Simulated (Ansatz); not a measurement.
**Quasiparticle gap of Na3WO4Cl (P4/nmm)**

Aim: the quasiparticle gap of Na3WO4Cl (P4/nmm), starting from PBE.

Main program and level: Ansatz 0.2.0; PBE, then G0W0 on it, plane waves, PAW.

Most raw output is cut from this account.

In doubt: masses and optical values from hybrid runs of this build are listed as unsure (in some of the runs), which bears on the screening that GW takes from such a start.

**1. The starting structure**

The structure is tetragonal, space group P4/nmm (No. 129). Conventional cell: a = 7.518 Å, b = 7.518 Å, c = 5.360 Å, α = 90.00°, β = 90.00°, γ = 90.00°. Nearest to Na lie 4 O at 2.36 Å and 2 Cl at 2.59 to 2.77 Å. Na has 4 O at 2.52 Å and 2 Cl at 2.79 Å nearest. Nearest to W lie 4 O at 1.77 Å. Nearest to Cl lie 6 Na at 2.59 to 2.79 Å. Nearest to O lie 1 W at 1.77 Å and 3 Na at 2.36 to 2.52 Å. Farther neighbours and most contacts between anions are not listed.

The start is a cell from the Crystallography Open Database. Spin-orbit coupling is left out unless a step names it.

**2. Relaxing the structure**

The structure is relaxed first.

This step: DFT, PBE, plane waves, PAW; PAW set soft_1.

The input, input.yaml:

```yaml
crystal:
  lattice:
    - [7.5181, 0.0, 0.0]
    - [0.0, 7.5181, 0.0]
    - [0.0, 0.0, 5.36]
  atoms:
    - { symbol: Na, position: [0.5, 0.0, 0.3603] }
    - { symbol: Na, position: [0.0, 0.5, 0.6397] }
    - { symbol: Na, position: [0.75, 0.25, 0.0] }
    - { symbol: Na, position: [0.25, 0.25, 0.0] }
    - { symbol: Na, position: [0.25, 0.75, 0.0] }
    - { symbol: Na, position: [0.75, 0.75, 0.0] }
    - { symbol: W, position: [0.0, 0.0, 0.5] }
    - { symbol: W, position: [0.5, 0.5, 0.5] }
    - { symbol: Cl, position: [0.5, 0.0, 0.8435] }
    - { symbol: Cl, position: [0.0, 0.5, 0.1565] }
    - { symbol: O, position: [0.8111, 0.0, 0.3019] }
    - { symbol: O, position: [0.5, 0.3111, 0.3019] }
    - { symbol: O, position: [0.1889, 0.0, 0.3019] }
    - { symbol: O, position: [0.5, 0.6889, 0.3019] }
    - { symbol: O, position: [0.3111, 0.5, 0.6981] }
    - { symbol: O, position: [0.0, 0.1889, 0.6981] }
    - { symbol: O, position: [0.6889, 0.5, 0.6981] }
    - { symbol: O, position: [0.0, 0.8111, 0.6981] }
kpoints:
  mp_grid: { grid: [4, 4, 4] }
hamiltonian:
  xc: pbe
  pseudopotentials: { kind: paw, azcp: { folder: soft_1 } }
scf:
  occupations: { method: fermi_dirac, width: 0.02 }
relax:
  f_tol: 0.02
  max_steps: 60
```

On the command line:

```
$ ansatz run input.yaml --threads 2 --pin off --max-ram 92160MiB --backend cuda --events-out ev --progress --plain --runs-dir out --devices 1 --max-vram 13GiB
```

Run time: 40 s. Hardware: 1 × NVIDIA H100 80GB HBM3 (shared by 6 runs) with 2 threads of AMD EPYC 7R13 (Zen 3), shared host; peak memory 1 GiB.

Relaxation path:

| step | energy less that of the first step (eV) | largest force component (eV/Å) |
| --- | --- | --- |
| 1 | 0.0000 | 0.8238 |
| 2 | -0.0815 | 0.0223 |
| 3 | -0.0815 | 0.0223 |
| 4 | -0.0817 | 0.0041 |

Forces are held to the 16 operations that the run works with; a distortion that breaks them can't arise in this run.

The atoms that moved most (Å):

| atom | dx | dy | dz | length |
| --- | --- | --- | --- | --- |
| O18 | 0.000 | -0.013 | 0.016 | 0.021 |
| O14 | 0.000 | 0.013 | -0.016 | 0.021 |
| O11 | -0.013 | 0.000 | -0.016 | 0.021 |
| O17 | 0.013 | 0.000 | 0.016 | 0.021 |
| O16 | 0.000 | 0.013 | 0.016 | 0.021 |
| O13 | 0.013 | 0.000 | -0.016 | 0.021 |
| O15 | -0.013 | 0.000 | 0.016 | 0.021 |
| O12 | 0.000 | -0.013 | -0.016 | 0.021 |

The relaxed structure:

```cif
data_structure
_symmetry_space_group_name_H-M 'P 1'
_symmetry_Int_Tables_number 1
_cell_length_a 7.5181
_cell_length_b 7.5181
_cell_length_c 5.3600
_cell_angle_alpha 90.000
_cell_angle_beta 90.000
_cell_angle_gamma 90.000
_cell_volume 302.96
loop_
_atom_site_label
_atom_site_type_symbol
_atom_site_fract_x
_atom_site_fract_y
_atom_site_fract_z
_atom_site_occupancy
Na1 Na 0.50000 0.00000 0.35840 1
Na2 Na 0.00000 0.50000 0.64160 1
Na3 Na 0.75000 0.25000 0.00000 1
Na4 Na 0.25000 0.25000 0.00000 1
Na5 Na 0.25000 0.75000 0.00000 1
Na6 Na 0.75000 0.75000 0.00000 1
W7 W 0.00000 0.00000 0.50000 1
W8 W 0.50000 0.50000 0.50000 1
Cl9 Cl 0.50000 0.00000 0.84200 1
Cl10 Cl 0.00000 0.50000 0.15800 1
O11 O 0.80938 0.00000 0.29888 1
O12 O 0.50000 0.30938 0.29888 1
O13 O 0.19062 0.00000 0.29888 1
O14 O 0.50000 0.69062 0.29888 1
O15 O 0.30938 0.50000 0.70112 1
O16 O 0.00000 0.19062 0.70112 1
O17 O 0.69062 0.50000 0.70112 1
O18 O 0.00000 0.80938 0.70112 1
```

**3. Bands along the symmetry lines**

Levels along a band path and on the mesh show where this functional puts the band edges.

The input, input.yaml:

```yaml
crystal:
  lattice:
    - [7.5181, 0.0, 0.0]
    - [0.0, 7.5181, 0.0]
    - [0.0, 0.0, 5.36]
  atoms:
    - { symbol: Na, position: [0.5, 0.0, 0.3583961323] }
    - { symbol: Na, position: [0.0, 0.5, 0.6416038677] }
    - { symbol: Na, position: [0.75, 0.25, 0.0] }
    - { symbol: Na, position: [0.25, 0.25, 0.0] }
    - { symbol: Na, position: [0.25, 0.75, 0.0] }
    - { symbol: Na, position: [0.75, 0.75, 0.0] }
    - { symbol: W, position: [0.0, 0.0, 0.5] }
    - { symbol: W, position: [0.5, 0.5, 0.5] }
    - { symbol: Cl, position: [0.5, 0.0, 0.842004016] }
    - { symbol: Cl, position: [0.0, 0.5, 0.157995984] }
    - { symbol: O, position: [0.8093847799, 0.0, 0.2988767308] }
    - { symbol: O, position: [0.5, 0.3093847799, 0.2988767308] }
    - { symbol: O, position: [0.1906152201, 0.0, 0.2988767308] }
    - { symbol: O, position: [0.5, 0.6906152201, 0.2988767308] }
    - { symbol: O, position: [0.3093847799, 0.5, 0.7011232692] }
    - { symbol: O, position: [0.0, 0.1906152201, 0.7011232692] }
    - { symbol: O, position: [0.6906152201, 0.5, 0.7011232692] }
    - { symbol: O, position: [0.0, 0.8093847799, 0.7011232692] }
kpoints:
  mp_grid: { grid: [4, 4, 4] }
  band_path:
    path:
      - [[0.0, 0.0, 0.0], [0.0, 0.5, 0.0], [0.5, 0.5, 0.0], [0.0, 0.0, 0.0], [0.0, 0.0, 0.5], [0.0, 0.5, 0.5], [0.5, 0.5, 0.5], [0.0, 0.0, 0.5]]
      - [[0.0, 0.5, 0.0], [0.0, 0.5, 0.5]]
      - [[0.5, 0.5, 0.0], [0.5, 0.5, 0.5]]
    npoints: 10
hamiltonian:
  xc: pbe
  pseudopotentials: { kind: paw, azcp: { folder: soft_1 } }
scf:
  occupations: { method: fermi_dirac, width: 0.02 }
  n_extra_bands: 10
output:
  eigenvalues: true
  forces: true
  stress: true
  write_density: true
  write_potential: true
  elf: true
  volumetric_format: npy
```

Wall time 33 s (1 × NVIDIA H100 80GB HBM3 (shared by 6 runs) with 2 threads); peak memory 1.2 GiB; 56 s of CPU time.

Numbers from this step:

```yaml
pressure: 1.126 GPa
filled_bands: 72
gap: 4.665 eV
valence_top_at: A
conduction_bottom_at: Γ
least_direct_gap: 4.685 eV
```

Over mesh and path the gap is 4.665 eV, from k = (0.500, 0.500, 0.500) to k = Γ. The least direct gap found is 4.685 eV, at k = Γ.

The electronic bands at the labelled points (eV, zero at the top of the highest nominally filled band):

| point | band 69 | band 70 | band 71 | band 72 | band 73 | band 74 | band 75 | band 76 |
| --- | --- | --- | --- | --- | --- | --- | --- | --- |
| Γ | -0.30 | -0.15 | -0.15 | -0.02 | 4.67 | 5.05 | 5.35 | 5.54 |
| halfway | -0.21 | -0.17 | -0.14 | -0.04 | 4.88 | 5.12 | 5.34 | 5.48 |
| X | -0.15 | -0.15 | -0.10 | -0.10 | 5.21 | 5.21 | 5.29 | 5.29 |
| halfway | -0.14 | -0.14 | -0.10 | -0.10 | 5.24 | 5.24 | 5.33 | 5.33 |
| M | -0.14 | -0.14 | -0.11 | -0.11 | 5.26 | 5.26 | 5.38 | 5.38 |
| halfway | -0.19 | -0.17 | -0.13 | -0.06 | 5.04 | 5.18 | 5.34 | 5.44 |
| Γ | -0.30 | -0.15 | -0.15 | -0.02 | 4.67 | 5.05 | 5.35 | 5.54 |
| halfway | -0.19 | -0.08 | -0.08 | -0.03 | 5.15 | 5.17 | 5.55 | 5.57 |
| Z | -0.09 | -0.04 | 0.00 | 0.00 | 5.26 | 5.48 | 5.59 | 5.71 |
| halfway | -0.15 | -0.04 | -0.02 | -0.01 | 5.30 | 5.54 | 5.54 | 5.69 |
| R | -0.12 | -0.12 | -0.01 | -0.01 | 5.41 | 5.41 | 5.63 | 5.63 |
| halfway | -0.15 | -0.15 | -0.01 | -0.01 | 5.39 | 5.39 | 5.65 | 5.65 |
| A | -0.22 | -0.22 | 0.00 | 0.00 | 5.38 | 5.38 | 5.67 | 5.67 |
| halfway | -0.19 | -0.08 | -0.02 | 0.00 | 5.32 | 5.49 | 5.58 | 5.69 |
| Z | -0.09 | -0.04 | 0.00 | 0.00 | 5.26 | 5.48 | 5.59 | 5.71 |
| jump to X | -0.15 | -0.15 | -0.10 | -0.10 | 5.21 | 5.21 | 5.29 | 5.29 |
| halfway | -0.15 | -0.15 | -0.06 | -0.06 | 5.35 | 5.35 | 5.45 | 5.45 |
| R | -0.12 | -0.12 | -0.01 | -0.01 | 5.41 | 5.41 | 5.63 | 5.63 |
| jump to M | -0.14 | -0.14 | -0.11 | -0.11 | 5.26 | 5.26 | 5.38 | 5.38 |
| halfway | -0.18 | -0.18 | -0.05 | -0.05 | 5.34 | 5.34 | 5.51 | 5.51 |
| A | -0.22 | -0.22 | 0.00 | 0.00 | 5.38 | 5.38 | 5.67 | 5.67 |

Electrostatic potential energy in the ac plane at fractional y = 0.000, with atoms of Na and W and Cl and O within 0.2 Å of it. With pseudopotentials it is smooth inside the atoms' cores, unlike the true potential.

Ten even steps from '0' (-43 eV) to '9' (9 eV), each cell a mean:
```
999999998422699999999
999999996111389999999
999999996211389999999
889999998523699999988
357899999888999999864
014899999999999998620
003799999878999998510
003679998512799987510
134225997100489832342
675102898200599610266
997324999756899732489
999879999999999987999
999999999999999999999
999999999878999999999
```
Columns run along a (7.5 Å; values clipped at the 3rd and 97th percentile), rows up along c (5.4 Å). Atoms in or near the plane, at fractional coordinates: Na at (0.50, 0.36), W at (0.00, 0.50), Cl at (0.50, 0.84), O at (0.81, 0.30), O at (0.19, 0.30).

ELF in the ac plane at fractional y = 0.000, with atoms of Na and W and Cl and O within 0.2 Å of it. It is the smooth field of the valence electrons, not physical close to the nuclei.

Ten even steps from '_' (0.01) to '@' (0.86), each cell a mean:
```
____________--##@@@@@@@@@@@@++..__________
____________++%%@@%%--++@@@@##::__________
..__________++%%@@%%==**@@@@##::________..
....________--##@@@@@@@@@@@@++..______....
==--..________==##@@@@@@%%**::________::==
##%%==....______::--------..____....::**%%
::##++::====..____..::..______--++----##++
==**==**%%%%++__..++****--__::##%%##==++**
**==**%%%%@@%%..::**--++++..==@@%%####==++
::==%%**==@@@@::..**++++==__++@@##==%%**::
..++%%%%%%@@%%::__--++==..__++@@@@%%@@##--
__--##@@@@%%++..____________::##@@@@%%**::
__..--++**--..__::==++++==..__::++**++::__
______....____--##@@@@@@@@**..____..______
```
Columns run along a (7.5 Å), rows up along c (5.4 Å). Atoms in or near the plane, at fractional coordinates: Na at (0.50, 0.36), W at (0.00, 0.50), Cl at (0.50, 0.84), O at (0.81, 0.30), O at (0.19, 0.30).

**4. The quasiparticle correction**

G0W0 replaces the xc potential by a self-energy built once from the orbitals of the start. Levels are corrected in the window of bands that the input names, at points of the mesh.

This step: G0W0 on PBE, plane waves, PAW; PAW set soft_1.

input.yaml, the sections that differ from step 3:

```yaml
kpoints:
  mp_grid: { grid: [2, 2, 4] }
scf:
  occupations: { method: fixed }
gw:
  n_empty_bands: 1019
  ecut_chi: 130.0
  qp_bands: [v4, c4]
  qp_kpoints: band_edges
  screening: { model: contour_deformation }
# crystal, hamiltonian: as in step 3
# output: removed
```

The job ended after 4.6 min (1 × NVIDIA H100 80GB HBM3 (shared by 6 runs) with 2 threads; peak memory 3.4 GiB; 6.8 min of CPU time).

This step gave:

| Item | Value |
| --- | --- |
| bands summed | 1091 |
| RPA ε∞ on this mesh (eigenvalues) | 2.467, 2.467, 2.471 |
| plane waves in the screening matrix | 1001 |
| q-points in the mesh | 16 |
| G0W0 gap over the corrected points | 6.834 eV |
| k of the valence top | -0.5, -0.5, -0.5 |
| k of the conduction bottom | 0, 0, 0 |
| starting gap on the mesh | 4.665 eV |
| Z at the valence top | 0.7578 |
| Z at the conduction bottom | 0.8481 |
| least direct G0W0 gap over the corrected points | 6.847 eV |

Over all 9 irreducible mesh points the G0W0 gap is 6.834 eV, from k = (-0.500, -0.500, -0.500) to k = Γ. The PBE gap of this run on the mesh is 4.665 eV. The two states that bound the G0W0 gap lie that far apart at the start, so the correction of the gap is 6.834 − 4.665 = +2.169 eV. The start of this run differs from the step before in mesh (4×4×4 and 2×2×4).

Labels follow the order of the start: v1 is the top filled band, c1 the lowest empty one; levels that stay degenerate share a row, the window can cut a multiplet, doubted levels are not marked in this list, bands outside the window were not corrected, and the list may be a part of the corrected levels. Levels before and after the correction, in eV, zero at the valence-band top of each column:

|  | conduction bottom | valence top |
| --- | --- | --- |
| Kohn-Sham | 4.67 | 0.00 |
| G0W0 | 6.83 | 0.00 |

|  | level | occupation | energy (eV) |
| --- | --- | --- | --- |
| Kohn-Sham | Γ v3-v2 | 2 | -0.147 |
| Kohn-Sham | Γ v1 | 2 | -0.020 |
| Kohn-Sham | Γ c1 | 0 | 4.665 |
| Kohn-Sham | Γ c2 | 0 | 5.051 |
| Kohn-Sham | Γ c3 | 0 | 5.352 |
| Kohn-Sham | (-0.5 -0.5 -0.5) v3 | 2 | -0.218 |
| Kohn-Sham | (-0.5 -0.5 -0.5) v2-v1 | 2 | 0.000 |
| Kohn-Sham | (-0.5 -0.5 -0.5) c1-c2 | 0 | 5.383 |
| Kohn-Sham | (-0.5 -0.5 -0.5) c3 | 0 | 5.671 |
| G0W0 | Γ v3-v2 | 2 | -0.219 |
| G0W0 | Γ v1 | 2 | -0.013 |
| G0W0 | Γ c1 | 0 | 6.834 |
| G0W0 | Γ c2 | 0 | 7.923 |
| G0W0 | Γ c3 | 0 | 8.136 |
| G0W0 | (-0.5 -0.5 -0.5) v3 | 2 | -0.323 |
| G0W0 | (-0.5 -0.5 -0.5) v2-v1 | 2 | 0.000 |
| G0W0 | (-0.5 -0.5 -0.5) c1-c2 | 0 | 8.351 |
| G0W0 | (-0.5 -0.5 -0.5) c3 | 0 | 8.709 |

The parts of the quasiparticle energy for the two states that bound the G0W0 gap, in eV on the run's own scale (QP = start + Σx + Σc − Vxc, with Σc at the quasiparticle energy):

| edge | k | band | start | Σx | Σc | Vxc | Z | QP |
| --- | --- | --- | --- | --- | --- | --- | --- | --- |
| valence top | (-0.500, -0.500, -0.500) | 71 | 2.481 | −25.402 | 4.077 | −20.117 | 0.758 | 1.274 |
| conduction bottom | Γ | 73 | 7.146 | −7.523 | −3.319 | −11.802 | 0.848 | 8.107 |

**5. Spin-orbit coupling**

This run has two-component orbitals with spin-orbit coupling.

This step: DFT, PBE with spin-orbit coupling, plane waves, PAW; PAW set soft_1.

input.yaml: that of step 4 with these lines changed.

```diff
@@ -25,13 +25,24 @@
 kpoints:
-  mp_grid: { grid: [2, 2, 4] }
+  mp_grid: { grid: [4, 4, 4] }
+  band_path:
+    path:
+      - [0.0, 0.0, 0.0]
+      - [0.0, 0.5, 0.0]
+      - [0.5, 0.5, 0.0]
+      - [0.0, 0.0, 0.5]
+      - [0.0, 0.5, 0.5]
+      - [0.5, 0.5, 0.5]
+    npoints: 1
 hamiltonian:
   xc: pbe
-  pseudopotentials: { kind: paw, azcp: { folder: soft_1 } }
+  pseudopotentials: { kind: paw_fr, azcp: { folder: soft_1 } }
 scf:
   occupations: { method: fixed }
-gw:
-  n_empty_bands: 1019
-  ecut_chi: 130.0
-  qp_bands: [v4, c4]
-  qp_kpoints: band_edges
-  screening: { model: contour_deformation }
+  n_extra_bands: 20
+magnetization:
+  noncollinear: true
+  spin_orbit: true
+output:
+  eigenvalues: true
+  forces: true
+  stress: true
```

Elapsed: 23 s, on 1 × NVIDIA H100 80GB HBM3 (shared by 6 runs) with 2 threads; peak memory 1.2 GiB; 36 s of CPU time.

This step gave:

```
pressure             : 1.016 GPa
gap                  : 4.659 eV
valence top at       : Z
conduction bottom at : Γ
least direct gap     : 4.684 eV
```

Over mesh and listed points the gap is 4.659 eV, from k = (0.000, 0.000, 0.500) to k = Γ. The least direct gap found is 4.684 eV, at k = Γ. PBE+SOC against PBE: 4.659 − 4.665 = −0.006 eV. Mesh, set of files and cutoff are the same, but the valence top lies at another k point, so this need not be the shift of one pair of states. The spin-orbit run sees mesh and listed points alone, so its gap is an upper bound: the coupling can move an edge off these points, and the change over the zone, its sign included where it is small, is not known.

**6. The runs together**

Each gap is the least one over the points named; times are wall times on shared hosts, not benchmarks. A G0W0 time includes the run's own self-consistent start. Runs with listed points see these and the mesh alone, so an edge that moves elsewhere is missed. Rows marked * are further runs, not shown as steps, whose inputs differ from the G0W0 step on the same start in the columns given; solver thresholds can differ too. Symmetry makes (0.500, 0.500, 0.500) and (-0.500, -0.500, -0.500) one point.

| level | mesh | files, cutoff | bands summed, screening | points | gap (eV) | valence top | conduction bottom | least direct gap (eV) | time |
| --- | --- | --- | --- | --- | --- | --- | --- | --- | --- |
| PBE | 4×4×4 | soft_1 PAW, 420 eV | - | mesh and path | 4.665 | (0.500, 0.500, 0.500) | Γ | 4.685 | 33 s |
| PBE+SOC | 4×4×4 | soft_1 PAW, 420 eV | - | mesh and listed points | 4.659 | (0.000, 0.000, 0.500) | Γ | 4.684 | 23 s |
| G0W0@PBE* | 2×2×4 | soft_1 PAW, 420 eV | 239, 39 eV | all 9 irreducible mesh points | 6.848 | (-0.500, -0.500, -0.500) | Γ | 6.852 | 40 s |
| G0W0@PBE* | 2×2×4 | soft_1 PAW, 420 eV | 545, 78 eV | all 9 irreducible mesh points | 6.729 | (-0.500, -0.500, -0.500) | Γ | 6.742 | 92 s |
| G0W0@PBE | 2×2×4 | soft_1 PAW, 420 eV | 1091, 130 eV | all 9 irreducible mesh points | 6.834 | (-0.500, -0.500, -0.500) | Γ | 6.847 | 4.6 min |
| G0W0@PBE* | 2×2×2 | soft_1 PAW, 420 eV | 545, 78 eV | all 6 irreducible mesh points | 6.738 | (-0.500, -0.500, -0.500) | Γ | 6.749 | 48 s |
| G0W0@PBE* | 2×2×4 | soft_1 PAW, 420 eV | 1091, 130 eV, plasmon pole | all 9 irreducible mesh points | 6.826 | (-0.500, -0.500, -0.500) | Γ | 6.835 | 1.8 min |

**7. Summary of results**

- PBE gap over mesh and path: 4.665 eV, from k = (0.500, 0.500, 0.500) to k = Γ
- G0W0@PBE gap over all 9 irreducible mesh points: 6.834 eV, from k = (-0.500, -0.500, -0.500) to k = Γ
- PBE+SOC gap over mesh and listed points: 4.659 eV
- GW settings: 2×2×4 mesh, 1019 empty bands, screening to 130 eV, PAW set soft_1 files
- known limits: finite bands, screening cutoff and k mesh; no spin-orbit coupling in G0W0; screening cutoff under 40 eV in some runs

What this shows: Over all 9 irreducible mesh points the G0W0 gap is 6.834 eV, from k = (-0.500, -0.500, -0.500) to k = Γ. The PBE gap of this run on the mesh is 4.665 eV. The two states that bound the G0W0 gap lie that far apart at the start, so the correction of the gap is 6.834 − 4.665 = +2.169 eV. The valence state moves by 1.274 − 2.481 = −1.207 eV and the conduction state by 8.107 − 7.146 = +0.961 eV, on the run's own scale; with 239 bands the edge states move by −0.935 and +1.248 eV, so the split between the edges depends on the bands and cutoff. Both edges that PBE shows over mesh and path lie at k points where levels were corrected. Levels at other points were not corrected, so a lower G0W0 gap elsewhere in the zone is not ruled out. From 239 bands and 39 eV to 1091 bands and 130 eV the gap moves by 6.834 − 6.848 = −0.014 eV (rung by rung 6.848, 6.729, 6.834 eV); bands and screening cutoff rise together, so their parts are not told apart. The gap turns back along the series (6.848, 6.729, 6.834 eV), so no line is drawn and the limit is not known. With the 2×2×2 mesh in place of the 2×2×4 mesh and all else as in the G0W0@PBE row with 545 bands, the gap differs by 6.738 − 6.729 = +0.009 eV, and that of the start by 4.665 − 4.665 = +0.000 eV. With the plasmon pole model in place of the contour deformation model and all else as in the G0W0@PBE row with 1091 bands, the gap differs by 6.826 − 6.834 = −0.008 eV. G0W0 on other starts in this series, not shown as steps and not all at these settings: 7.215 eV on r2SCAN (2×2×4, soft_1 PAW, 1091 bands, 130 eV) and 7.527 eV on HSE06 (2×2×4, soft_1 PAW, 1091 bands, 130 eV). PBE+SOC against PBE: 4.659 − 4.665 = −0.006 eV. Mesh, set of files and cutoff are the same, but the valence top lies at another k point, so this need not be the shift of one pair of states. The spin-orbit run sees mesh and listed points alone, so its gap is an upper bound: the coupling can move an edge off these points, and the change over the zone, its sign included where it is small, is not known. What spin-orbit coupling does to the G0W0 levels was not computed, so no sum with the G0W0 gap is formed. The G0W0 runs are scalar-relativistic. G0W0@PBE runs of this series with other atomic data on the same mesh, not shown as steps, give 6.919 eV (hard PAW, 930 eV, 1597 bands, screening to 169 eV); where bands and cutoffs differ too, the part of the files is not isolated. A screening cutoff under 40 eV is crude: G0W0@PBE with 239 bands at 39 eV.

[Paths, hosts, dates, memory and timing lines, banners, echoed tables and standing remarks are left out of the program output.]

[Logs are printed without paths, hosts, clocks, repeated set-up lines and the standing remarks that a program may print on its own settings, such as how far it seeks lower states.]

[Runs of the session that timed out or met a known fault of the program may be left out.]

[Cells called generated may have been cut or substituted from an entry of the Crystallography Open Database or the Materials Project.]

[Hosts, paths, dates, database ids (printed as entryN), source tags and the programs' standing remarks are cut or masked in the printed files.]

[Where an RPA ε∞ is given, it is that of the G0W0 mesh and is not shown converged in it. Names of k-points follow the symmetry that the program found, which can be lower than the space group named. Band edges on a path are those of the sampled points; other points can move an edge, and change direct to indirect where valleys lie close.]

[Hybrid gaps are those of their k-mesh and are not shown converged in it.]
